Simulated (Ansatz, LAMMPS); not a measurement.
**Mg2+ triflate in trimethyl phosphate and diglyme, relaxed from a frame at 300 K (131 atoms), step 2 of a relaxation**

The starting structure: 4 trimethyl phosphate, 2 diglyme, 1 Mg2+, 2 triflate placed at random, at 1.26 g/cm³; overlaps pushed apart, then 10 ps at 550 K with divalent ions of Li, Roberts, Chakravorty and Merz (J. Chem. Theory Comput. 9, 2733 (2013)); MMFF94 bonds, angles, torsions, charges and radii (Halgren, J. Comput. Chem. 17, 490 (1996)) in harmonic and 12-6 forms; charges of ions scaled by 0.8. Snapshot after 30 ps at 300 K and fixed volume.

Geometry: step 2 of a relaxation. Computed with Ansatz 0.2.0: Kohn-Sham DFT, LDA, PAW (set soft_2), plane waves; cutoff 420 eV, Γ point, fixed occupations; density 1.26 g/cm³.

Extended XYZ; positions in Å, forces in eV/Å:

```xyz
131
Lattice="11.481 0.000 0.000 0.000 11.481 0.000 0.000 0.000 11.481" Properties=species:S:1:pos:R:3:forces:R:3 pbc="T T T"
C 2.997 10.200 4.647 -0.716 -0.743 -0.634
O 2.398 8.961 4.227 -0.590 0.687 0.961
C 3.135 8.260 3.295 0.659 -0.242 -1.165
C 3.284 9.076 2.023 -0.405 -1.014 -0.218
O 3.666 8.263 0.928 -0.038 1.209 -0.093
C 3.642 9.095 11.233 -0.045 -1.085 0.175
C 4.506 8.435 10.182 0.424 -0.340 1.238
O 5.858 8.355 10.643 -0.438 0.305 -0.428
C 6.625 9.458 10.224 -0.037 -0.301 -0.230
H 2.362 10.637 5.417 -0.283 0.005 0.232
H 3.023 10.890 3.793 0.154 0.154 -0.043
H 3.971 9.982 5.069 0.676 0.048 0.204
H 4.121 7.971 3.703 0.136 0.017 0.091
H 2.591 7.337 3.046 -0.129 -0.092 0.068
H 2.291 9.529 1.825 -0.093 0.137 0.005
H 4.006 9.877 2.169 0.417 0.474 -0.052
H 4.008 10.105 11.478 0.164 0.159 0.039
H 2.584 9.181 10.889 0.164 0.111 -0.088
H 4.152 7.386 10.094 0.051 0.152 -0.214
H 4.452 8.950 9.217 -0.090 0.144 -0.337
H 6.053 10.398 10.241 -0.160 0.197 0.150
H 6.987 9.328 9.178 -0.008 -0.038 0.145
H 7.484 9.564 10.904 0.029 -0.041 0.003
C 2.171 8.853 7.456 -0.840 -0.056 -0.483
O 0.960 9.024 6.707 -0.207 0.740 0.847
C 11.473 9.839 7.442 0.939 -0.388 -0.441
C 0.538 11.127 7.985 -0.001 -0.130 0.398
O 1.134 10.933 9.259 0.031 1.113 0.171
C 1.379 0.716 9.917 -0.680 -0.704 -0.185
C 0.172 1.223 10.708 0.728 0.431 -1.416
O 10.849 2.065 9.887 0.343 -0.378 0.176
C 9.581 2.219 10.442 -0.417 0.451 -0.198
H 2.709 8.047 6.955 0.402 -0.030 -0.237
H 2.734 9.801 7.469 0.246 -0.159 0.139
H 1.955 8.508 8.481 -0.127 0.162 0.130
H 11.104 9.220 8.269 -0.168 -0.078 0.205
H 10.656 10.072 6.751 0.018 -0.158 -0.209
H 11.171 0.357 8.076 0.068 0.012 -0.084
H 1.283 0.100 7.293 -0.127 -0.014 -0.098
H 2.243 0.554 10.584 -0.063 0.006 -0.019
H 1.643 1.488 9.161 0.136 -0.083 0.098
H 11.081 0.367 11.049 -0.390 -0.536 0.342
H 0.517 1.813 0.082 0.116 0.119 0.534
H 9.078 3.080 9.957 0.138 -0.215 -0.047
H 9.613 2.451 0.042 0.091 -0.116 0.093
H 8.954 1.320 10.278 -0.006 -0.038 0.123
C 10.592 4.266 2.950 -0.100 0.581 -0.592
O 11.455 4.972 2.019 -0.544 0.050 -0.033
P 11.196 6.500 1.777 -0.381 0.757 0.935
O 11.480 7.354 2.993 0.002 -0.802 -2.149
O 0.583 6.837 0.481 -0.339 -0.271 0.960
C 0.382 5.963 10.843 0.723 -0.108 -0.310
O 9.674 6.534 1.278 0.990 0.097 0.443
C 9.111 7.774 0.822 -0.545 -0.609 0.161
H 10.487 3.237 2.601 0.185 -0.246 -0.052
H 11.052 4.314 3.932 0.114 -0.096 0.460
H 9.585 4.729 2.964 0.201 0.010 0.090
H 0.727 4.930 11.096 -0.254 0.425 -0.083
H 10.804 5.953 10.541 -0.026 -0.039 0.025
H 1.008 6.340 9.996 -0.349 -0.078 0.470
H 8.147 7.933 1.349 0.318 -0.056 -0.020
H 9.776 8.612 1.039 0.139 0.252 -0.076
H 8.893 7.651 11.226 0.155 0.224 0.076
C 4.198 5.376 5.940 0.411 0.270 0.481
O 3.129 5.373 6.914 -0.190 0.147 -0.779
P 1.694 5.394 6.258 -1.208 0.034 1.109
O 1.438 6.525 5.315 0.775 -1.886 0.533
O 1.476 3.920 5.622 -0.006 1.762 0.427
C 1.685 2.814 6.513 -0.607 -0.124 -0.390
O 0.819 5.488 7.614 1.322 -0.241 -1.220
C 11.023 4.890 7.694 -0.799 0.295 -0.094
H 4.833 4.499 6.125 0.022 -0.065 0.101
H 3.842 5.319 4.908 -0.221 0.010 -0.261
H 4.792 6.303 6.069 -0.121 -0.219 0.015
H 1.949 1.967 5.874 -0.208 -0.240 -0.091
H 2.528 2.985 7.165 0.596 0.275 0.489
H 0.769 2.606 7.106 0.172 0.005 -0.270
H 10.677 4.529 6.715 -0.071 -0.041 -0.078
H 11.018 4.067 8.418 0.223 -0.221 0.187
H 10.283 5.651 8.018 0.267 -0.062 -0.136
C 5.046 5.410 0.197 -0.365 0.576 0.130
O 5.571 4.144 0.501 -0.282 -1.525 1.308
P 5.007 3.379 1.819 -0.296 -0.439 -0.748
O 5.505 1.986 1.975 -0.445 1.649 -0.263
O 5.285 4.358 3.048 -0.193 -0.089 -0.524
C 6.592 4.935 3.192 -0.386 0.106 0.337
O 3.407 3.520 1.618 1.679 0.168 -0.088
C 2.546 2.734 2.396 -0.708 -0.251 0.531
H 5.347 6.141 0.958 -0.060 0.245 0.134
H 5.483 5.761 10.731 -0.080 -0.148 -0.064
H 3.936 5.376 0.170 0.260 0.107 -0.163
H 6.549 6.022 2.986 0.015 -0.180 -0.015
H 6.930 4.787 4.228 0.063 0.021 0.014
H 7.285 4.446 2.511 0.417 -0.077 -0.258
H 2.349 3.216 3.380 0.040 -0.112 -0.177
H 1.572 2.653 1.871 0.240 0.023 0.075
H 2.936 1.713 2.557 0.023 0.066 -0.070
C 7.867 0.519 7.095 0.198 -0.398 -0.105
O 6.815 1.318 7.603 -1.086 -0.281 0.104
P 5.303 0.764 7.490 0.016 0.078 -0.060
O 5.150 10.809 7.157 0.151 0.962 0.747
O 4.610 1.290 8.834 0.581 -0.563 -1.262
C 4.843 2.641 9.237 0.064 0.067 -0.133
O 4.636 1.696 6.375 -0.113 0.056 1.155
C 5.078 1.533 5.048 -0.068 0.477 -0.042
H 7.619 0.129 6.099 0.021 -0.024 -0.118
H 8.777 1.133 7.004 -0.092 0.025 0.125
H 8.040 11.125 7.749 0.086 0.128 -0.002
H 5.678 3.099 8.674 -0.125 -0.111 0.083
H 3.926 3.230 9.070 -0.001 -0.005 0.021
H 5.102 2.631 10.302 -0.015 0.081 0.128
H 6.099 1.915 4.949 0.221 0.104 -0.218
H 5.046 0.485 4.776 0.024 -0.599 -0.316
H 4.398 2.110 4.407 0.095 -0.012 -0.064
O 10.391 7.424 5.693 -0.465 0.088 -0.207
S 9.014 7.036 5.335 0.406 0.874 -0.176
O 8.518 7.545 4.080 0.123 -0.141 0.034
O 8.753 5.662 5.631 -0.258 -0.797 0.128
C 8.020 7.985 6.578 -0.680 -0.167 1.312
F 8.744 8.289 7.697 -0.525 -0.349 -0.853
F 6.957 7.223 6.993 0.900 0.685 -0.387
F 7.538 9.118 6.099 0.206 -0.312 0.001
O 11.098 9.883 4.354 -0.060 0.953 -0.313
S 11.021 11.340 4.096 0.476 -0.163 0.172
O 10.839 0.644 5.296 -0.269 -0.151 0.029
O 0.542 0.388 3.192 -0.330 -0.384 -0.090
C 9.396 11.434 3.206 -0.353 0.015 -0.045
F 9.141 1.194 2.771 0.154 -0.286 0.341
F 8.422 11.062 4.051 0.417 0.178 -0.568
F 9.374 10.638 2.133 0.047 0.081 0.395
Mg 0.543 8.192 4.781 -0.382 0.104 0.045
```

The network of contacts between molecules at the start is that of the classical potential that made the cell. The functional has no dispersion term, which matters for the binding between molecules or layers, where LDA binds through overlap of densities alone. The density was typed from a rule of thumb and may lie off the real one at this temperature. Only the Γ point is sampled, in a cell whose shortest periodic width is 11 Å.

The r.m.s. force component is 0.464 eV/Å; the longest force, 2.29 eV/Å, acts on O50. The energy lies 30.8 meV/atom below that of the first step of this run.

[Long decimals in the printed logs are rounded to 6 places.]

[Logs are printed without paths, hosts, clocks, repeated set-up lines and the standing remarks that a program may print on its own settings, such as how far it seeks lower states.]

[Hosts, paths, dates, database ids (printed as entryN), source tags and the programs' standing remarks are cut or masked in the printed files.]

[The MMFF94 radii named for the starting cell were scaled by 0.96; in molecules described by MMFF94, hydrogen bound to N, O or S took a small fixed 12-6 site in their place.]
